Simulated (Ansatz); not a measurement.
# In2O3 (R-3c): spin-orbit coupling beyond the local functionals

Aim: the spin-orbit change of the gap of In2O3 (R-3c).

Calculated with Ansatz 0.2.0; density functionals with and without spin-orbit coupling, plane waves, PAW.

**The experiments to reproduce.**

- Gap 3.08 eV: optical gap from linear extrapolation of the absorption edge; UV-visible absorption, Tauc-type extrapolation; powder (hydrothermally grown microspheres, annealed at 400 C) (“Fabrication and performance enhancement of an In2O3/BiVO4 heterojunction for N-butanol gas sensing applications”, 2024, pmc:11650617).

### Step 1. Starting point

Symmetry: R-3c, No. 167, trigonal system. Conventional cell: a = 5.487 Å, b = 5.487 Å, c = 14.510 Å, α = 90.00°, β = 90.00°, γ = 120.00°. Nearest to In lie 6 O at 2.12 to 2.26 Å. O has 4 In at 2.12 to 2.26 Å nearest. Farther neighbours and most contacts between anions are not listed.

The cell and positions come from the Crystallography Open Database and are kept as given unless a step says otherwise. This is not the form that In2O3 usually takes at ambient conditions. The default PAW set here is soft_2. Its files were made with PBE.

### Step 2. HSE06, 4×4×4 mesh

This step: DFT, HSE06, plane waves, PAW.

File input.yaml:

```yaml
crystal:
  lattice:
    - [2.7435, 1.5839604635, 4.8366666667]
    - [-2.7435, 1.5839604635, 4.8366666667]
    - [0.0, -3.167920927, 4.8366666667]
  atoms:
    - { symbol: In, position: [0.35731, 0.35731, 0.35731] }
    - { symbol: In, position: [0.14269, 0.14269, 0.14269] }
    - { symbol: In, position: [0.64269, 0.64269, 0.64269] }
    - { symbol: In, position: [0.85731, 0.85731, 0.85731] }
    - { symbol: O, position: [0.548, 0.952, 0.25] }
    - { symbol: O, position: [0.25, 0.548, 0.952] }
    - { symbol: O, position: [0.952, 0.25, 0.548] }
    - { symbol: O, position: [0.452, 0.048, 0.75] }
    - { symbol: O, position: [0.75, 0.452, 0.048] }
    - { symbol: O, position: [0.048, 0.75, 0.452] }
kpoints:
  mp_grid: { grid: [4, 4, 4] }
  band_path:
    path:
      - [0.0, 0.0, 0.0]
      - [0.5, 0.5, 0.5]
      - [0.76183349, 0.23816651, 0.5]
      - [0.5, -0.23816651, 0.23816651]
      - [0.5, 0.0, 0.0]
      - [0.36908326, -0.36908326, 0.0]
      - [0.63091674, 0.0, 0.36908326]
      - [0.5, 0.0, 0.5]
      - [0.3, 0.0, 0.0]
    npoints: 1
hamiltonian:
  xc: hse06
scf:
  occupations: { method: fixed }
  n_extra_bands: 7
output:
  eigenvalues: true
```

Started as:

```sh
$ ansatz run input.yaml --threads 8 --pin off --max-ram 55296MiB --backend cuda --events-out ev --progress --plain --runs-dir out --devices 1 --max-vram 24GiB  # rebuilt from the run's record
```

Numbers of over 12 decimals in the logs are rounded to 6 here.

What it wrote:

```text
scf.n_extra_bands = 7 over 44 filled bands (N_el = 88.0): the run solves 51 bands
GPUs: using 1 of 1 available (devices: 1).
Engine: ansatz 0.2.0, x86_64-unknown-linux-gnu
Pseudopotentials: kind: paw
Pseudopotential: In, paw, valence charge 13, recommended cutoff 420 eV (normal), In.paw.azcp
Pseudopotential: O, paw, valence charge 6, recommended cutoff 420 eV (normal), O.paw.azcp
Functional definition: HSE06
  parameter a = 0.25
  parameter omega = 0.11/bohr
  exchange = pbe_x - a*pbe_x_sr(omega) + a*exact_x_sr(omega)
  correlation = pbe_c
davidson cushion auto → on  (no smearing: the cushion is to keep the highest requested band from converging to the state above it; pin scf.eigensolver.cushion to override)
concurrent solve slots: 7 of 8 are kept, ahead of what memory takes: no pass of the eigensolver takes more rounds on 7
device memory: the entry about to start is reckoned to put 5.9 GiB on a device that reports 78.6 GiB free (of which the cap on the GPU budget leaves the run 24.0 GiB)
GPU FFT provider: cuFFT
GPU libraries: cuBLAS 13.8.2, cuFFT 12.4.0, cuSOLVER 12.3.4
Crystal: 10 atoms, lattice volume = 126.109 Å³
Basis set: ecut = 420 eV, 2453 PW (Γ)
Bands: 51, of which v1, the nominal top of the filled ones, is band 44 counted from 1 (43 counted from 0)
Symmetry: 12 space group operations
Space group: R-3c (ITA 167), of the structure as read, at distance tolerance 5.0e-5 Å
k-points: 13 of 64
Non-local potential: In, projectors of the file, l = 0: 2, l = 1: 2, l = 2: 2, l = 3: 2
Non-local potential: O, projectors of the file, l = 0: 2, l = 1: 2, l = 2: 1
PAW form: soft (Blöchl's): semilocal exchange-correlation on the pseudo side does not see the compensation charge
PAW frozen core: In, regenerated for the run's functional, and the local potential with it (the file was generated under x = pbe(κ = 0.804, μ = 0.219515), c = pbe(β = 0.066725))
PAW frozen core: O, regenerated for the run's functional, and the local potential with it (the file was generated under x = pbe(κ = 0.804, μ = 0.219515), c = pbe(β = 0.066725))
PAW one-centre angular grid: In, 590 points (default); XC on 64 Gauss nodes
PAW one-centre angular grid: O, 110 points (default); XC on 96 Gauss nodes
Initial density: superposition of atomic densities (neutral atoms: chi_scale 0, normalization atom), corrected by the library's trained network
Initial wavefunctions: pseudopotential atomic-orbital guess
GPU buffer pool allocated for 64000 grid points (all kernels)
GPU transforms: local potential and band sums: pruned to the plane-wave sphere, on 40×40×40
Functional: x = pbe(κ = 0.804, μ = 0.219515), c = pbe(β = 0.066725), warm-up for x = pbe(κ = 0.804, μ = 0.219515) + 0.25 (exact − pbe) at short range (hse, ω = 0.207870 Å⁻¹), c = pbe(β = 0.066725); HSE06 as pw.x's `hse` composes it (authors' and Libxc's form: `xc: wpbeh`)
[...]
Frozen-core exchange: fock
SCF iter   1: F=—  HF=-25811.000984 eV  |F-HF|=—  |Δ(HF+E_count)|=         —  Δρ=5.29e-5  dr2=2.91e-6  ethr=5.31e-7  ⟨swp⟩=3.1  Hψ=1533  notcnv=0
preconditioner: auto → none  [insulator: Δε(μ)=2.824 eV  Ē_g=17.925 eV  n_scr=32 (ndim 8)  ℏωp=31.0 eV  f_vac=0.024]
iter 2 solved again at ethr=1.00e-10 eV; its pass at ethr=2.74e-9 eV (dr2=8.84e-8 eV) is discarded
SCF iter   2: F=—  HF=-25811.000986 eV  |F-HF|=—  |Δ(HF+E_count)|=   1.84e-6  Δρ=1.54e-5  dr2=2.21e-7  ethr=1.00e-10  ⟨swp⟩=2.9  Hψ=3997  notcnv=0
SCF iter   3: F=-25811.000987 eV  HF=-25811.000987 eV  |F-HF|=1.01e-8  |Δ(HF+E_count)|=   1.47e-6  Δρ=8.63e-6  dr2=3.75e-8  ethr=1.00e-10  ⟨swp⟩=6.5  Hψ=2714  notcnv=0  defer=8
SCF 3 converged in 3 iterations: F = -25811.000987 eV  dr2 = 3.75e-8
hybrid outer 2: dexx = +1.345e-6 eV, tail = 1.17e-7 eV, Δε = 2.76e-3 eV (about 1.24e-4 eV left of the loop's levels)
device memory: the entry about to start is reckoned to put 1.0 GiB on a device that reports 78.5 GiB free (of which the cap on the GPU budget leaves the run 24.0 GiB)
NSCF: frozen V_eff on 9 k-points
hybrid SCF converged: 2 outer / 9 inner (+2 warm-up), last move |dexx| = 1.34e-6 eV, tail = 1.17e-7 eV
Stability not checked: this state was not tested for a lower state beside it, because the functional holds exact exchange (a hybrid, or Hartree-Fock), whose exchange loop this test does not read (fock_operator; see scf.lower_state_search)
Free energy (F): -25811.000987 eV
Frozen-core exchange: fock
Harris-Foulkes:  -25811.000987 eV  (|F-HF|=1.01e-8)
Internal energy: -25811.000987 eV  (E = F + TS)
E sigma→0 (E₀):  -25811.000987 eV
Fermi energy:    7.844152 eV
--- Per-component energies (eV) ---
  E_band       = -126.433955
  E_kinetic    = 2042.615999
  E_local      = -5868.547438  (includes V_loc(G=0)·N_el)
  E_nonlocal   = 1769.715781
  E_hartree    = 2267.497054
  E_xc         = -1033.556601
  E_vxc        = -761.419857  (∫ρ·V_xc dr)
  E_exx        = -247.534119  (= α·E_x^exact, valence–valence)
  E_paw        = -17631.981699  (= ΣΔE_a)
  E_vpaw       = -1348.747895  (= ΣTr[D̂ρ^β])
  E_aug_tail   = 0.014448  (compensation charges beyond the density's cutoff)
  E_ewald      = -7111.109369
  E_core_change = 1.884955  (= ΣΔE_core)
  E_smearing   = -0.000000  (= −TS)
  E_closure    = -0.000000  (closes the sum)
  Σ components = -25811.000987   (vs F -25811.000987, Δ=0.00e0)
--- Band table (eV; the first three rows and the last of 13) ---
  k-point 0: bands = [... 40 lower, 7.5755, 7.5755, 7.8442, 7.8442, 10.6682, 15.1672, 16.0488, 17.1311, ... 3 higher]
  k-point 1: bands = [... 40 lower, 7.4293, 7.4837, 7.6564, 7.8277, 12.2128, 15.7295, 15.7730, 16.4553, ... 3 higher]
  k-point 2: bands = [... 40 lower, 7.1069, 7.1069, 7.7717, 7.7717, 14.5398, 14.5398, 15.5841, 15.5841, ... 3 higher]
  k-point 12: bands = [... 40 lower, 7.6617, 7.6617, 7.6617, 7.6617, 13.9126, 13.9126, 17.0826, 17.0826, ... 3 higher]
```

It took 12 s on 1 × NVIDIA H100 80GB HBM3 with 8 threads of AMD EPYC 7R13 (Zen 3), shared host; peak memory 1.6 GiB.

This step gave:

```yaml
gap: 2.824 eV
valence_top_at: Γ
conduction_bottom_at: Γ
least_direct_gap: 2.824 eV
exact_exchange_fraction: 0.25
```

The gap is direct, at Γ.

### Step 3. HSE06+SOC, 4×4×4 mesh

Spin-orbit coupling can split or shift the edges; a non-collinear run measures by how much.

This step: DFT, HSE06 with spin-orbit coupling, plane waves, PAW.

Edit input.yaml of step 2 so:

```diff
@@ -34,3 +34,6 @@
   occupations: { method: fixed }
-  n_extra_bands: 7
+  n_extra_bands: 14
+magnetization:
+  noncollinear: true
+  spin_orbit: true
 output:
```

What it wrote:

```text
[...]
GPUs: using 1 of 1 available (devices: 1).
[...]
non-collinear run that drives no moment, with spin-orbit: no starting moment large enough to seed its density (crystal.atoms[].spin), no starting occupations that ask for one, no magnetisation constraint and no magnetic field, so the semilocal B_xc is pinned to zero
[...]
GPU FFT provider: cuFFT
GPU libraries: cuBLAS 13.8.2, cuFFT 12.4.0, cuSOLVER 12.3.4
Crystal: 10 atoms, lattice volume = 126.109 Å³
Basis set: ecut = 420 eV, 2453 PW (Γ)
Bands: 102, of which v1, the nominal top of the filled ones, is band 88 counted from 1 (87 counted from 0)
Symmetry: 12 space group operations + 12 with time reversal
[...]
k-points: 13 of 64
Projection manifold: j_resolved (fully-relativistic pseudo-atomic orbitals)
[...]
GPU buffer pool allocated for 64000 grid points (all kernels)
[...]
SCF iter   1: F=—  HF=-25805.092081 eV  |F-HF|=—  |Δ(HF+E_count)|=         —  Δρ=7.45e-2  dr2=4.78e0  dr2_m=0.00e0 (ungated)  ethr=1.00e-1  |M|=0.00e0 ∫|m|=0.00e0 μB  |m|>n=0.0e0 m-floor=0.0e0 τ_xc=0.0e0  β_m=0.30  ⟨swp⟩=3.4  Hψ=5163  notcnv=0
[...]
SCF iter   5: F=-25803.975763 eV  HF=-25803.975671 eV  |F-HF|=9.19e-5  |Δ(HF+E_count)|=   3.17e-4  Δρ=5.59e-4  dr2=1.70e-4  dr2_m=0.00e0 (ungated)  ethr=1.37e-5  |M|=0.00e0 ∫|m|=0.00e0 μB  |m|>n=0.0e0 m-floor=0.0e0 τ_xc=0.0e0  ⟨swp⟩=3.0  Hψ=3455  notcnv=0
SCF 1 stopped early in 5 iterations: F = -25803.975763 eV  dr2 = 1.70e-4
[...]
GPU FFT provider: cuFFT
GPU libraries: cuBLAS 13.8.2, cuFFT 12.4.0, cuSOLVER 12.3.4
Projection manifold: j_resolved (fully-relativistic pseudo-atomic orbitals)
[...]
GPU buffer pool allocated for 64000 grid points (all kernels)
[...]
Frozen-core exchange: fock
SCF iter   1: F=—  HF=-25803.216562 eV  |F-HF|=—  |Δ(HF+E_count)|=         —  Δρ=1.01e-2  dr2=1.03e-1  dr2_m=0.00e0 (ungated)  ethr=1.93e-6  |M|=0.00e0 ∫|m|=0.00e0 μB  |m|>n=0.0e0 m-floor=0.0e0 τ_xc=0.0e0  β_m=0.30  ⟨swp⟩=8.0  Hψ=7768  notcnv=0
[...]
SCF iter   5: F=-25803.233038 eV  HF=-25803.233045 eV  |F-HF|=7.08e-6  |Δ(HF+E_count)|=   5.08e-4  Δρ=1.42e-4  dr2=1.71e-5  dr2_m=0.00e0 (ungated)  ethr=2.00e-8  |M|=0.00e0 ∫|m|=0.00e0 μB  |m|>n=0.0e0 m-floor=0.0e0 τ_xc=0.0e0  ⟨swp⟩=6.0  Hψ=5559  notcnv=0  defer=6
SCF 2 stopped early in 5 iterations: F = -25803.233038 eV  dr2 = 1.71e-5
[...]
hybrid outer 1: dexx = +4.953e-2 eV, tail = 1.30e-4 eV
GPU FFT provider: cuFFT
GPU libraries: cuBLAS 13.8.2, cuFFT 12.4.0, cuSOLVER 12.3.4
Projection manifold: j_resolved (fully-relativistic pseudo-atomic orbitals)
GPU buffer pool allocated for 64000 grid points (all kernels)
[...]
Frozen-core exchange: fock
SCF iter   1: F=—  HF=-25803.231542 eV  |F-HF|=—  |Δ(HF+E_count)|=         —  Δρ=5.22e-5  dr2=2.32e-6  dr2_m=0.00e0 (ungated)  ethr=7.36e-7  |M|=0.00e0 ∫|m|=0.00e0 μB  |m|>n=0.0e0 m-floor=0.0e0 τ_xc=0.0e0  β_m=0.30  ⟨swp⟩=3.1  Hψ=3001  notcnv=0
[...]
SCF iter   3: F=-25803.231547 eV  HF=-25803.231547 eV  |F-HF|=1.33e-8  |Δ(HF+E_count)|=   9.26e-9  Δρ=1.43e-5  dr2=6.31e-8  dr2_m=0.00e0 (ungated)  ethr=1.92e-10  |M|=0.00e0 ∫|m|=0.00e0 μB  |m|>n=0.0e0 m-floor=0.0e0 τ_xc=0.0e0  ⟨swp⟩=2.6  Hψ=2952  notcnv=0
SCF 3 converged in 3 iterations: F = -25803.231547 eV  dr2 = 6.31e-8
[...]
NSCF: frozen V_eff on 9 k-points
[...]
Magnetization: |M| = 0.0000 μB,  M = (+0.0000, +0.0000, +0.0000) μB
Absolute magnetization: 0.0000 μB (∫|m|)
  site 0: m = (+0.0000, +0.0000, +0.0000) μB, |m| = 0.0000 μB  (R = 0.87 Å)
  site 1: m = (+0.0000, +0.0000, +0.0000) μB, |m| = 0.0000 μB  (R = 0.87 Å)
  site 2: m = (+0.0000, +0.0000, +0.0000) μB, |m| = 0.0000 μB  (R = 0.87 Å)
  site 3: m = (+0.0000, +0.0000, +0.0000) μB, |m| = 0.0000 μB  (R = 0.87 Å)
  site 4: m = (+0.0000, +0.0000, +0.0000) μB, |m| = 0.0000 μB  (R = 0.87 Å)
  site 5: m = (+0.0000, +0.0000, +0.0000) μB, |m| = 0.0000 μB  (R = 0.87 Å)
  site 6: m = (+0.0000, +0.0000, +0.0000) μB, |m| = 0.0000 μB  (R = 0.87 Å)
  site 7: m = (+0.0000, +0.0000, +0.0000) μB, |m| = 0.0000 μB  (R = 0.87 Å)
  site 8: m = (+0.0000, +0.0000, +0.0000) μB, |m| = 0.0000 μB  (R = 0.87 Å)
  site 9: m = (+0.0000, +0.0000, +0.0000) μB, |m| = 0.0000 μB  (R = 0.87 Å)
Free energy (F): -25803.231547 eV
Frozen-core exchange: fock
[...]
Internal energy: -25803.231547 eV  (E = F + TS)
E sigma→0 (E₀):  -25803.231547 eV
Fermi energy:    7.851738 eV
[...]
--- Band table (eV; the first three rows and the last of 13) ---
  k-point 0: bands = [... 84 lower, 7.8411, 7.8411, 7.8517, 7.8517, 10.6689, 10.6689, 15.1600, 15.1600, ... 10 higher]
  k-point 1: bands = [... 84 lower, 7.6571, 7.6571, 7.8282, 7.8282, 12.2122, 12.2122, 15.7263, 15.7263, ... 10 higher]
  k-point 2: bands = [... 84 lower, 7.7723, 7.7723, 7.7723, 7.7723, 14.5374, 14.5374, 14.5374, 14.5374, ... 10 higher]
  k-point 12: bands = [... 84 lower, 7.6671, 7.6671, 7.6671, 7.6671, 13.9095, 13.9095, 13.9095, 13.9095, ... 10 higher]
```

Run time: 70 s. Hardware: 1 × NVIDIA H100 80GB HBM3 with 8 threads; peak memory 3.4 GiB; 7.2 min of CPU time.

Numbers from this step:

| Quantity | Value |
| --- | --- |
| gap | 2.817 eV |
| valence top at | Γ |
| conduction bottom at | Γ |
| least direct gap | 2.817 eV |
| exact-exchange fraction | 0.25 |

The gap stands −0.01 eV against HSE06.

### Step 4. Together

Times are wall times on 1 × NVIDIA H100 80GB HBM3 with 8 threads of AMD EPYC 7R13 (Zen 3), shared host, good to a factor of about two.

```csv
level,gap (eV),with coupling (eV),change (eV),time,with coupling
HSE06,2.82,2.82,−0.01,12 s,70 s
```

### Step 5. What came out

| Property | Result |
| --- | --- |
| HSE06 | 2.82 eV |
| HSE06+SOC | 2.82 eV |

**Reading.** Spin-orbit coupling changes the gap by −0.01 eV and the least direct gap by −0.01 eV. Against experiment, by HSE06+SOC: the gap of 2.82 eV lies −0.26 eV from the measured 3.08 eV (optical, 2024). An exciton line or allowed optical edge lies below the quasiparticle gap by the binding energy; a forbidden edge can push the onset above it. The lattice is static and excitons are left out.

[Paths, hosts, dates, memory and timing lines, banners, echoed tables and standing remarks are left out of the program output.]

[Logs are printed without paths, hosts, clocks, repeated set-up lines and the standing remarks that a program may print on its own settings, such as how far it seeks lower states.]

[Runs of the session that timed out or met a known fault of the program may be left out.]

[Cells called generated may have been cut or substituted from an entry of the Crystallography Open Database or the Materials Project.]

[Hosts, paths, dates, database ids (printed as entryN), source tags and the programs' standing remarks are cut or masked in the printed files.]
